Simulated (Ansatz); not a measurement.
# InF (model cell, started as wurtzite): relaxing the cell for a phonon run

Aim: bring InF (model cell, started as wurtzite) to small forces and stress, as phonons need.

Program: Ansatz 0.2.0. Level of theory: DFT PBE, scalar-relativistic, plane waves, PAW. Results are calculated unless marked as measured.

The structure was built from a prototype and need not be the compound's stable phase.

## 1. Starting point

Symmetry: P6_3mc, No. 186, hexagonal system. Conventional cell: a = 4.037 Å, b = 4.037 Å, c = 6.593 Å, α = 90.00°, β = 90.00°, γ = 120.00°. Nearest to In lie 4 F at 2.47 Å. F has 4 In at 2.47 Å nearest. Farther neighbours and most contacts between anions are not listed.

As a file:

```cif
data_structure
_symmetry_space_group_name_H-M 'P6_3mc'
_symmetry_Int_Tables_number 186
_cell_length_a 4.0371
_cell_length_b 4.0371
_cell_length_c 6.5926
_cell_angle_alpha 90.000
_cell_angle_beta 90.000
_cell_angle_gamma 120.000
_cell_volume 93.05
loop_
_atom_site_label
_atom_site_type_symbol
_atom_site_symmetry_multiplicity
_atom_site_Wyckoff_symbol
_atom_site_fract_x
_atom_site_fract_y
_atom_site_fract_z
_atom_site_occupancy
In1 In 2 b 0.33333 0.66667 0.00000 1
F1 F 2 b 0.33333 0.66667 0.37500 1
```

## 2. A coarse first look

First a cheap look: the gap decides the mesh and the occupations, the pressure tells how far the cell has to move.

The input, input.yaml:

```yaml
crystal:
  lattice:
    - [4.03709, 0.0, 0.0]
    - [-2.01854, 3.49622, 0.0]
    - [0.0, 0.0, 6.59256]
  atoms:
    - { symbol: In, position: [0.333333, 0.666667, 0.0] }
    - { symbol: In, position: [0.666667, 0.333333, 0.5] }
    - { symbol: F, position: [0.333333, 0.666667, 0.375] }
    - { symbol: F, position: [0.666667, 0.333333, 0.875] }
kpoints:
  mp_grid: { grid: [6, 6, 4] }
hamiltonian:
  xc: pbe
scf:
  occupations: { method: gaussian, width: 0.1 }
output:
  forces: true
  stress: true
  eigenvalues: true
```

Command:

```console
$ ansatz run input.yaml --threads 4 --pin off --max-ram 7168MiB --backend cpu --events-out ev --progress --plain --runs-dir out
```

Numbers of over 12 decimals in the logs are rounded to 6 here.

The log of the run:

```text
[...]
P = ⅓ Tr σ = 4.9843 GPa (49.843 kbar)
--- Band table (eV; the first three rows and the last of 21) ---
  k-point 0: bands = [... 16 lower, 0.8886, 0.8886, 0.8995, 4.0068, 7.0118, 11.7973, 11.7973, 11.9547]
  k-point 1: bands = [... 16 lower, 0.8620, 0.8620, 1.7272, 3.5631, 7.6168, 10.8559, 11.7977, 11.7977]
  k-point 2: bands = [... 16 lower, 0.7971, 0.7971, 2.6720, 2.6720, 9.0337, 9.0337, 11.8310, 11.8310]
  k-point 20: bands = [... 16 lower, 0.6044, 0.6044, 5.1003, 5.1003, 7.8723, 7.8723, 7.9973, 7.9973]
[key lines of the parts left out:]
SCF converged after 6 iterations
Free energy (F): -12812.745171 eV
Fermi energy:    6.097820 eV
```

The job ended after 2.3 s (4 threads of Arm Neoverse N1, shared host; peak memory 0.33 GiB; 6.7 s of CPU time).

This step gave:

```
pressure           : 4.984 GPa
gap on the k-mesh  : 1.618 eV
volume per atom    : 23.26 Å³
direct gap on mesh : 1.757 eV
```

The coarse mesh shows a gap of 1.62 eV and a pressure of 5.0 GPa.

## 3. Bringing the structure to rest

Harmonic phonons are second derivatives at a point where the forces vanish, and they are wanted at zero stress, so atoms and cell are relaxed first.

input.yaml, the sections that differ from step 2:

```yaml
kpoints:
  mp_grid: { grid: [9, 9, 4] }
scf:
  occupations: { method: gaussian, width: 0.02 }
output:
  forces: true
  stress: true
  eigenvalues: true
  write_density: true
  write_potential: true
  elf: true
  volumetric_format: npy
relax:
  adjacent_minimum: "off"
  f_tol: 0.005
  max_steps: 80
  cell: { stress_tol: 0.05 }
# crystal, hamiltonian: as in step 2
```

The log of the run:

```text
[...]
Crystal: 4 atoms, lattice volume = 93.051 Å³
Basis set: ecut = 420 eV, 1811 PW (Γ), exchange–correlation on 54×54×90 points (8 copies of the dense FFT grid, shifted against one another)
Bands: 24, of which v1, the nominal top of the filled ones, is band 20 counted from 1 (19 counted from 0)
Symmetry: 12 space group operations
[...]
k-points: 36 of 324 (time reversal used)
[...]
SCF iter   1: F=—  HF=-12812.746716 eV  |F-HF|=—  |Δ(HF+E_count)|=         —  Δρ=4.49e-3  dr2=1.55e-2  ethr=1.77e-3  ⟨swp⟩=5.6  Hψ=3666  notcnv=0
[...]
SCF iter   6: F=-12812.745099 eV  HF=-12812.745099 eV  |F-HF|=8.44e-8  |Δ(HF+E_count)|=   2.32e-6  Δρ=1.12e-5  dr2=8.99e-8  ethr=2.50e-10  ⟨swp⟩=7.1  Hψ=5942  notcnv=0
the search or the solves at the SCF's close seem to have found levels that the self-consistency loop had missed (the run counts 1). By its estimate they hold under 1e-12 electrons; where the run keeps them, the occupations were computed again with them
SCF 1 converged in 6 iterations: F = -12812.745099 eV  dr2 = 8.99e-8
[...]
relax step   1: F+E_penalty+E_count = -12812.74509861 eV  Δ(F+E_penalty+E_count) = +0.000e0 eV  max|allowed force component| = 2.652e-2 eV/Å  Δτ_max = 0.0000 Å  P = +4.984 GPa  Ω = 93.051 Å³  (6 SCF iters, dr2 threshold 1.00e-7 eV, accepted)
Crystal: 4 atoms, lattice volume = 105.531 Å³
Basis set: ecut = 420 eV, 2033 PW (Γ), exchange–correlation on 54×54×90 points (8 copies of the dense FFT grid, shifted against one another)
[...]
iter 1 solved again at ethr=5.43e-4 eV; its pass at ethr=3.10e-3 eV (dr2=2.17e-1 eV) is discarded
[...]
SCF iter   7: F=-12812.908483 eV  HF=-12812.908483 eV  |F-HF|=1.70e-7  |Δ(HF+E_count)|=   2.42e-6  Δρ=8.01e-6  dr2=8.22e-8  ethr=1.00e-9  ⟨swp⟩=11.0  Hψ=6869  notcnv=0
SCF 2 converged in 7 iterations: F = -12812.908483 eV  dr2 = 8.22e-8
[...]
relax step   2: F+E_penalty+E_count = -12812.90848272 eV  Δ(F+E_penalty+E_count) = -1.634e-1 eV  max|allowed force component| = 6.683e-4 eV/Å  Δτ_max = 0.0084 Å  P = +0.042 GPa  Ω = 105.531 Å³  energy of the carried Pulay correction = -1.983e-2 eV  (7 SCF iters, dr2 threshold 4.00e-7 eV, accepted)
Crystal: 4 atoms, lattice volume = 105.648 Å³
[...]
SCF iter   5: F=-12812.908439 eV  HF=-12812.908439 eV  |F-HF|=2.17e-8  |Δ(HF+E_count)|=   5.55e-8  Δρ=3.83e-6  dr2=1.83e-8  ethr=9.32e-11  ⟨swp⟩=8.5  Hψ=5595  notcnv=0
SCF 3 converged in 5 iterations: F = -12812.908439 eV  dr2 = 1.83e-8
relax step   3: F+E_penalty+E_count = -12812.90843915 eV  Δ(F+E_penalty+E_count) = +4.357e-5 eV  max|allowed force component| = 1.484e-3 eV/Å  Δτ_max = 0.0016 Å  P = -0.002 GPa  Ω = 105.648 Å³  energy of the carried Pulay correction = -2.000e-2 eV  (5 SCF iters, dr2 threshold 3.73e-8 eV, accepted)
[... from here on, the SCF cycles and remarks between the steps are left out ...]
relax step   4: F+E_penalty+E_count = -12812.90856086 eV  Δ(F+E_penalty+E_count) = -1.217e-4 eV  max|allowed force component| = 4.246e-3 eV/Å  Δτ_max = 0.0066 Å  P = -0.077 GPa  Ω = 105.770 Å³  energy of the carried Pulay correction = -2.019e-2 eV  (7 SCF iters, dr2 threshold 1.25e-8 eV, accepted)
relax step   5: F+E_penalty+E_count = -12812.90890022 eV  Δ(F+E_penalty+E_count) = -3.394e-4 eV  max|allowed force component| = 5.669e-3 eV/Å  Δτ_max = 0.0049 Å  P = -0.077 GPa  Ω = 105.651 Å³  energy of the carried Pulay correction = -2.001e-2 eV  (6 SCF iters, dr2 threshold 2.54e-8 eV, accepted)
relax step   6: F+E_penalty+E_count = -12812.90937769 eV  Δ(F+E_penalty+E_count) = -4.775e-4 eV  max|allowed force component| = 4.970e-3 eV/Å  Δτ_max = 0.0027 Å  P = -0.029 GPa  Ω = 105.401 Å³  energy of the carried Pulay correction = -1.964e-2 eV  (6 SCF iters, dr2 threshold 2.08e-8 eV, accepted)
relax step   7: F+E_penalty+E_count = -12812.95542494 eV  Δ(F+E_penalty+E_count) = -4.605e-2 eV  max|allowed force component| = 6.203e-3 eV/Å  Δτ_max = 0.0000 Å  P = +0.694 GPa  Ω = 105.401 Å³  stress off target by 9.81e-1 GPa  SCF on the basis re-selected at this cell (its energy is not comparable with the rows above)  (8 SCF iters)
relax step   8: F+E_penalty+E_count = -12812.96436010 eV  Δ(F+E_penalty+E_count) = -8.935e-3 eV  max|allowed force component| = 2.809e-2 eV/Å  Δτ_max = 0.0255 Å  P = +0.201 GPa  Ω = 106.380 Å³  energy of the carried Pulay correction = -1.619e-3 eV  (7 SCF iters, dr2 threshold 4.00e-7 eV, accepted)
relax step   9: F+E_penalty+E_count = -12812.97196536 eV  Δ(F+E_penalty+E_count) = -7.605e-3 eV  max|allowed force component| = 5.258e-2 eV/Å  Δτ_max = 0.0206 Å  P = -0.375 GPa  Ω = 106.226 Å³  energy of the carried Pulay correction = -1.470e-3 eV  (7 SCF iters, dr2 threshold 4.00e-7 eV, accepted)
relax step  10: F+E_penalty+E_count = -12812.97663220 eV  Δ(F+E_penalty+E_count) = -4.667e-3 eV  max|allowed force component| = 6.344e-3 eV/Å  Δτ_max = 0.0239 Å  P = -0.301 GPa  Ω = 105.805 Å³  energy of the carried Pulay correction = -8.480e-4 eV  (6 SCF iters, dr2 threshold 4.00e-7 eV, accepted)
relax step  11: F+E_penalty+E_count = -12812.97884124 eV  Δ(F+E_penalty+E_count) = -2.209e-3 eV  max|allowed force component| = 1.033e-3 eV/Å  Δτ_max = 0.0064 Å  P = -0.197 GPa  Ω = 105.173 Å³  energy of the carried Pulay correction = +1.298e-4 eV  (5 SCF iters, dr2 threshold 3.98e-7 eV, accepted)
relax step  12: F+E_penalty+E_count = -12812.98408873 eV  Δ(F+E_penalty+E_count) = -5.247e-3 eV  max|allowed force component| = 1.925e-2 eV/Å  Δτ_max = 0.0260 Å  P = -0.153 GPa  Ω = 102.527 Å³  energy of the carried Pulay correction = +3.645e-3 eV  (7 SCF iters, dr2 threshold 1.05e-7 eV, accepted)
relax step  13: F+E_penalty+E_count = -12812.98576602 eV  Δ(F+E_penalty+E_count) = -1.677e-3 eV  max|allowed force component| = 6.047e-3 eV/Å  Δτ_max = 0.0012 Å  P = +0.085 GPa  Ω = 101.407 Å³  energy of the carried Pulay correction = +4.917e-3 eV  (7 SCF iters, dr2 threshold 5.90e-8 eV, accepted)
relax step  14: F+E_penalty+E_count = -12812.98574004 eV  Δ(F+E_penalty+E_count) = +2.598e-5 eV  max|allowed force component| = 3.736e-4 eV/Å  Δτ_max = 0.0011 Å  P = -0.004 GPa  Ω = 101.517 Å³  energy of the carried Pulay correction = +4.791e-3 eV  (5 SCF iters, dr2 threshold 4.77e-8 eV, accepted)
relax step  15: F+E_penalty+E_count = -12813.01408769 eV  Δ(F+E_penalty+E_count) = -2.835e-2 eV  max|allowed force component| = 8.024e-3 eV/Å  Δτ_max = 0.0000 Å  P = +0.426 GPa  Ω = 101.517 Å³  stress off target by 1.28e0 GPa  SCF on the basis re-selected at this cell (its energy is not comparable with the rows above)  (7 SCF iters)
relax step  16: F+E_penalty+E_count = -12813.04400132 eV  Δ(F+E_penalty+E_count) = -2.991e-2 eV  max|allowed force component| = 2.843e-3 eV/Å  Δτ_max = 0.0116 Å  P = +0.413 GPa  Ω = 98.840 Å³  energy of the carried Pulay correction = +3.928e-3 eV  (7 SCF iters, dr2 threshold 4.00e-7 eV, accepted)
relax step  17: F+E_penalty+E_count = -12813.04633082 eV  Δ(F+E_penalty+E_count) = -2.329e-3 eV  max|allowed force component| = 4.781e-2 eV/Å  Δτ_max = 0.0162 Å  P = -0.440 GPa  Ω = 101.922 Å³  energy of the carried Pulay correction = -1.312e-3 eV  (6 SCF iters, dr2 threshold 4.00e-7 eV, accepted)
relax step  18: F+E_penalty+E_count = -12813.05098952 eV  Δ(F+E_penalty+E_count) = -4.659e-3 eV  max|allowed force component| = 3.028e-2 eV/Å  Δτ_max = 0.0032 Å  P = +0.134 GPa  Ω = 100.044 Å³  energy of the carried Pulay correction = +1.673e-3 eV  (6 SCF iters, dr2 threshold 4.00e-7 eV, accepted)
relax step  19: F+E_penalty+E_count = -12813.05160114 eV  Δ(F+E_penalty+E_count) = -6.116e-4 eV  max|allowed force component| = 5.511e-3 eV/Å  Δτ_max = 0.0073 Å  P = +0.001 GPa  Ω = 99.974 Å³  energy of the carried Pulay correction = +1.824e-3 eV  (6 SCF iters, dr2 threshold 5.79e-8 eV, accepted)
relax step  20: F+E_penalty+E_count = -12813.05134460 eV  Δ(F+E_penalty+E_count) = +2.565e-4 eV  max|allowed force component| = 2.606e-4 eV/Å  Δτ_max = 0.0022 Å  P = -0.004 GPa  Ω = 100.148 Å³  energy of the carried Pulay correction = +1.532e-3 eV  (6 SCF iters, dr2 threshold 1.90e-9 eV, accepted)
relax step  21: F+E_penalty+E_count = -12813.06413003 eV  Δ(F+E_penalty+E_count) = -1.279e-2 eV  max|allowed force component| = 1.220e-3 eV/Å  Δτ_max = 0.0000 Å  P = +0.157 GPa  Ω = 100.148 Å³  stress off target by 6.09e-1 GPa  SCF on the basis re-selected at this cell (its energy is not comparable with the rows above)  (7 SCF iters)
relax step  22: F+E_penalty+E_count = -12813.07169736 eV  Δ(F+E_penalty+E_count) = -7.567e-3 eV  max|allowed force component| = 2.217e-2 eV/Å  Δτ_max = 0.0041 Å  P = +0.120 GPa  Ω = 98.821 Å³  energy of the carried Pulay correction = +1.938e-3 eV  (6 SCF iters, dr2 threshold 4.00e-7 eV, accepted)
relax step  23: F+E_penalty+E_count = -12813.07064480 eV  Δ(F+E_penalty+E_count) = +1.053e-3 eV  max|allowed force component| = 5.053e-3 eV/Å  Δτ_max = 0.0127 Å  P = +0.087 GPa  Ω = 100.509 Å³  energy of the carried Pulay correction = -7.793e-4 eV  (7 SCF iters, dr2 threshold 4.70e-8 eV, accepted)
relax step  24: F+E_penalty+E_count = -12813.06984059 eV  Δ(F+E_penalty+E_count) = +8.042e-4 eV  max|allowed force component| = 1.494e-3 eV/Å  Δτ_max = 0.0030 Å  P = +0.009 GPa  Ω = 101.097 Å³  energy of the carried Pulay correction = -1.733e-3 eV  (6 SCF iters, dr2 threshold 3.75e-8 eV, accepted)
relax step  25: F+E_penalty+E_count = -12813.07370253 eV  Δ(F+E_penalty+E_count) = -3.862e-3 eV  max|allowed force component| = 1.223e-3 eV/Å  Δτ_max = 0.0000 Å  P = +0.070 GPa  Ω = 101.097 Å³  stress off target by 2.29e-1 GPa  SCF on the basis re-selected at this cell (its energy is not comparable with the rows above)  (6 SCF iters)
relax step  26: F+E_penalty+E_count = -12813.07388955 eV  Δ(F+E_penalty+E_count) = -1.870e-4 eV  max|allowed force component| = 1.208e-3 eV/Å  Δτ_max = 0.0037 Å  P = +0.033 GPa  Ω = 101.553 Å³  energy of the carried Pulay correction = -7.799e-4 eV  (5 SCF iters, dr2 threshold 1.31e-7 eV, accepted)
relax step  27: F+E_penalty+E_count = -12813.07318108 eV  Δ(F+E_penalty+E_count) = +7.085e-4 eV  max|allowed force component| = 4.492e-3 eV/Å  Δτ_max = 0.0026 Å  P = -0.012 GPa  Ω = 102.033 Å³  energy of the carried Pulay correction = -1.606e-3 eV  (6 SCF iters, dr2 threshold 1.23e-8 eV, accepted)
relax step  28: F+E_penalty+E_count = -12813.07276347 eV  Δ(F+E_penalty+E_count) = +4.176e-4 eV  max|allowed force component| = 1.839e-2 eV/Å  Δτ_max = 0.0041 Å  P = +0.083 GPa  Ω = 102.204 Å³  energy of the carried Pulay correction = -1.910e-3 eV  (8 SCF iters, rejected (line search))
relax step  29: F+E_penalty+E_count = -12813.07297511 eV  Δ(F+E_penalty+E_count) = +2.060e-4 eV  max|allowed force component| = 9.873e-5 eV/Å  Δτ_max = 0.0013 Å  P = +0.001 GPa  Ω = 102.157 Å³  energy of the carried Pulay correction = -1.824e-3 eV  (8 SCF iters, accepted)
relax step  30: F+E_penalty+E_count = -12813.07515672 eV  Δ(F+E_penalty+E_count) = -2.182e-3 eV  max|allowed force component| = 3.971e-4 eV/Å  Δτ_max = 0.0000 Å  P = +0.013 GPa  Ω = 102.157 Å³  stress off target by 6.55e-2 GPa  SCF on the basis re-selected at this cell (its energy is not comparable with the rows above)  (6 SCF iters)
relax step  31: F+E_penalty+E_count = -12813.07470955 eV  Δ(F+E_penalty+E_count) = +4.472e-4 eV  max|allowed force component| = 6.247e-5 eV/Å  Δτ_max = 0.0024 Å  P = -0.001 GPa  Ω = 102.500 Å³  energy of the carried Pulay correction = -5.673e-4 eV  (6 SCF iters, dr2 threshold 1.07e-8 eV, accepted)
[...]
SCF iter   6: F=-12813.075264 eV  HF=-12813.075264 eV  |F-HF|=0.00e0  |Δ(HF+E_count)|=  1.64e-10  Δρ=5.18e-8  dr2=2.64e-12  ethr=1.00e-12  ⟨swp⟩=6.0  Hψ=4088  notcnv=0
SCF 32 converged in 6 iterations: F = -12813.075264 eV  dr2 = 2.64e-12
relax step  32: F+E_penalty+E_count = -12813.07526396 eV  Δ(F+E_penalty+E_count) = -5.544e-4 eV  max|allowed force component| = 1.140e-6 eV/Å  Δτ_max = 0.0000 Å  P = +0.001 GPa  Ω = 102.500 Å³  stress off target by 2.70e-2 GPa  SCF on the basis re-selected at this cell (its energy is not comparable with the rows above)  (6 SCF iters)
[...]
SCF converged after 6 iterations
Free energy (F): -12813.075264 eV
[...]
Internal energy: -12813.075264 eV  (E = F + TS)
E sigma→0 (E₀):  -12813.075264 eV
Fermi energy:    4.609443 eV
[...]
--- Stress (GPa, compression-positive) ---
       -0.011478      -0.000000       0.000000
       -0.000000      -0.011478       0.000000
        0.000000       0.000000       0.026955
  P = ⅓ Tr σ = 0.0013 GPa (0.013 kbar)
--- Band table (eV; the first three rows and the last of 36) ---
  k-point 0: bands = [... 16 lower, 0.2281, 0.2281, 0.7065, 2.0753, 5.4472, 7.9104, 11.7590, 12.5736]
  k-point 1: bands = [... 16 lower, 0.2245, 0.2245, 0.9048, 1.8488, 5.7719, 7.4365, 12.4459, 12.5873]
  k-point 2: bands = [... 16 lower, 0.2162, 0.2162, 1.3641, 1.3641, 6.5466, 6.5466, 12.6219, 12.6219]
  k-point 35: bands = [... 16 lower, -0.1198, -0.1198, 3.7579, 3.7579, 6.3353, 6.3353, 7.2192, 7.2192]
--- Relaxed structure (26 steps of the walk, 25 accepted, 6 SCFs on fresh bases) ---
  F+E_penalty+E_count = -12813.07526396 eV   max|allowed force component| = 1.140e-6 eV/Å   (the final SCF, on the basis selected at the relaxed cell)
  cell:  # Å, volume = 102.5004 Å³
    - [3.646073, -2.607152965870006e-6, 0]
    - [-1.823034, 3.157594, 0]
    - [0, 0, 8.903159]
  atoms:
    - { symbol: In, position: [0.333333, 0.666667, 0.00826433] }
    - { symbol: In, position: [0.666667, 0.333333, 0.508264] }
    - { symbol: F, position: [0.333333, 0.666667, 0.366736] }
    - { symbol: F, position: [0.666667, 0.333333, 0.866736] }
```

Elapsed: 4.5 min, on 4 threads; peak memory 0.51 GiB; 9 min of CPU time.

Step by step (22 of 32):

| step | energy less that of the first step (eV) | largest force component (eV/Å) | pressure (GPa) | volume (Å³) |
| --- | --- | --- | --- | --- |
| 1 | 0.0000 | 0.0265 | 4.98 | 93.05 |
| 2 | -0.1634 | 0.0007 | 0.04 | 105.53 |
| 4 | -0.1635 | 0.0042 | -0.08 | 105.77 |
| 5 | -0.1638 | 0.0057 | -0.08 | 105.65 |
| 7* | -0.2103 | 0.0062 | 0.69 | 105.40 |
| 8 | -0.2193 | 0.0281 | 0.20 | 106.38 |
| 10 | -0.2315 | 0.0063 | -0.30 | 105.81 |
| 11 | -0.2337 | 0.0010 | -0.20 | 105.17 |
| 13 | -0.2407 | 0.0060 | 0.08 | 101.41 |
| 14 | -0.2406 | 0.0004 | 0.00 | 101.52 |
| 16 | -0.2989 | 0.0028 | 0.41 | 98.84 |
| 17 | -0.3012 | 0.0478 | -0.44 | 101.92 |
| 19 | -0.3065 | 0.0055 | 0.00 | 99.97 |
| 20 | -0.3062 | 0.0003 | 0.00 | 100.15 |
| 22 | -0.3266 | 0.0222 | 0.12 | 98.82 |
| 23 | -0.3255 | 0.0051 | 0.09 | 100.51 |
| 25* | -0.3286 | 0.0012 | 0.07 | 101.10 |
| 26 | -0.3288 | 0.0012 | 0.03 | 101.55 |
| 28 | -0.3277 | 0.0184 | 0.08 | 102.20 |
| 29 | -0.3279 | 0.0001 | 0.00 | 102.16 |
| 31 | -0.3296 | 0.0001 | 0.00 | 102.50 |
| 32* | -0.3302 | 0.0000 | 0.00 | 102.50 |

Relaxation steps marked * repeat the geometry before them on a plane-wave basis chosen anew for their cell, so energy and pressure can jump there. Other such steps can lie between the rows shown. Relaxation step 28 was tried and not accepted.

Forces are held to the 12 operations that the run works with; a distortion that breaks them can't arise in this run.

| cell as run | before | after | change |
| --- | --- | --- | --- |
| a (Å) | 4.037 | 3.646 | -9.7 % |
| b (Å) | 4.037 | 3.646 | -9.7 % |
| c (Å) | 6.593 | 8.903 | +35.0 % |
| volume (Å³/atom) | 23.26 | 25.63 | +10.2 % |

The atoms that moved most (Å, as changes of fractional coordinates times the final cell):

| atom | dx | dy | dz | length |
| --- | --- | --- | --- | --- |
| F4 | 0.000 | 0.000 | -0.074 | 0.074 |
| In1 | 0.000 | 0.000 | 0.074 | 0.074 |
| In2 | 0.000 | 0.000 | 0.074 | 0.074 |
| F3 | 0.000 | 0.000 | -0.074 | 0.074 |

Numbers from this step:

```
pressure           : 0.001333 GPa
gap on the k-mesh  : 1.676 eV
volume per atom    : 25.63 Å³
direct gap on mesh : 1.935 eV
```

Valence density in the ac plane at fractional y = 0.333, with atoms of In and F within 0.2 Å of it. It is the smooth field of the valence electrons, not physical close to the nuclei.

Ten steps, logarithmic in the rise over the least value, from '_' (0 e/Å³) to '@' (11 e/Å³), each cell a mean:
```
::::::::::....::------::::..
............--==**####++--::
....____..::==**%%@@@@##==::
..________..--**%%@@@@##==::
__________..::==******==--..
____________....::--::::..__
__________________....______
________________........____
__________....::::::::::....
..______....--==++**++==--::
....__....::==**%%%%%%##++--
::........--++##@@@@@@%%**--
..........::==**%%@@%%##++--
............--==++****==--::
....::........::::::::::....
............________________
__......____________________
____________________________
____________________________
____________________________
__......____________________
............______________..
::::::::::....__________....
::::----::::................
```
Columns run along a (3.6 Å), rows up along c (8.9 Å). Atoms in or near the plane, at fractional coordinates: In at (0.67, 0.51), F at (0.67, 0.87).

ELF in the ac plane at fractional y = 0.333, with atoms of In and F within 0.2 Å of it. It is the smooth field of the valence electrons, not physical close to the nuclei.

Ten even steps from '0' (0.00) to '9' (0.80), each cell a mean:
```
22322113566421
11211148999862
10111379978985
10001489988996
10000368999974
00000124566431
00000000010000
10001222222222
42113554444455
42124444333444
32123343100233
21112331000133
11111232100232
11221123333321
13442111232211
24543100111100
13332100000000
00110000000000
00000000000000
22222110000001
45555421000013
55555431000124
34444321000123
33333211111112
```
Columns run along a (3.6 Å), rows up along c (8.9 Å). Atoms in or near the plane, at fractional coordinates: In at (0.67, 0.51), F at (0.67, 0.87).

[end of part 1 of 2]

[Logs are printed without paths, hosts, clocks, repeated set-up lines and the standing remarks that a program may print on its own settings, such as how far it seeks lower states.]

[Hosts, paths, dates, database ids (printed as entryN), source tags and the programs' standing remarks are cut or masked in the printed files.]
